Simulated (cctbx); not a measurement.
## BaCrAg2Te across an absorption edge

Space group Pnma (no. 62), a = 10.5570 Å, b = 4.3250 Å, c = 11.3170 Å, α = 90.00°, β = 90.00°, γ = 90.00°.

| atom | mult. | x | y | z | Ueq (Å²) |
| --- | --- | --- | --- | --- | --- |
| Ba1 | 4 | 0.7515 | 1/4 | 0.3120 | 0.0170 |
| Te1 | 4 | 0.3195 | 1/4 | 0.4753 | 0.0222 |
| Ag1 | 4 | 0.5547 | 1/4 | 0.5823 | 0.0170 |
| Ag2 | 4 | 0.5608 | 1/4 | 0.0421 | 0.0216 |
| Cr1 | 4 | 0.9850 | 1/4 | 0.6839 | 0.0294 |

This is a model crystal, built by substitution and not relaxed, with assumed displacement parameters.

Calculated with cctbx: free-atom f′ and f″ from the Sasaki tables, no fine structure; amplitudes in electrons.

| E (eV) | F 1 0 1 | F 0 1 1 | F 1 1 1 | F 3 0 1 |
| --- | --- | --- | --- | --- |
| 24914 | 30.6 | 91.8 | 90.6 | 180.4 |
| 25264 | 30.8 | 92.4 | 90.3 | 180.4 |
| 25394 | 30.9 | 93.0 | 90.1 | 180.5 |
| 25454 | 31.1 | 93.5 | 89.9 | 180.5 |
| 25484 | 31.3 | 94.1 | 89.7 | 180.6 |
| 25499 | 31.5 | 94.7 | 89.6 | 180.8 |
| 25506 | 31.7 | 95.2 | 89.4 | 180.9 |
| 25510 | 31.8 | 95.7 | 89.3 | 181.0 |
| 25518 | 32.2 | 96.8 | 89.0 | 181.2 |
| 25522 | 31.8 | 95.5 | 89.4 | 180.9 |
| 25529 | 31.6 | 94.8 | 89.5 | 180.8 |
| 25544 | 31.3 | 94.1 | 89.7 | 180.6 |
| 25574 | 31.1 | 93.5 | 89.9 | 180.5 |
| 25664 | 30.8 | 92.6 | 90.1 | 180.3 |
| 25914 | 30.4 | 91.6 | 90.2 | 179.9 |

**Question.** Which edge is crossed, and why do the reflections move as they do?

The K edge of Ag. The edge is at 25514 eV. f′ of Ag falls from -4.8 e at 25394 eV to -7.8 e at 4 eV below it, and f″ steps from 0.55 to 3.62 e across it. Over that approach |F| changes by +3 % (1 0 1), +3 % (0 1 1), -1 % (1 1 1) and +0 % (3 0 1): a reflection falls where Ag scatters in phase with the total and rises where it scatters against it; it hardly moves where the Ag term is small or cancels by symmetry. Above the edge the larger f″ enters the imaginary part, where it can add to or cancel the other atoms' f″. The structure is centrosymmetric, so Friedel mates stay equal.
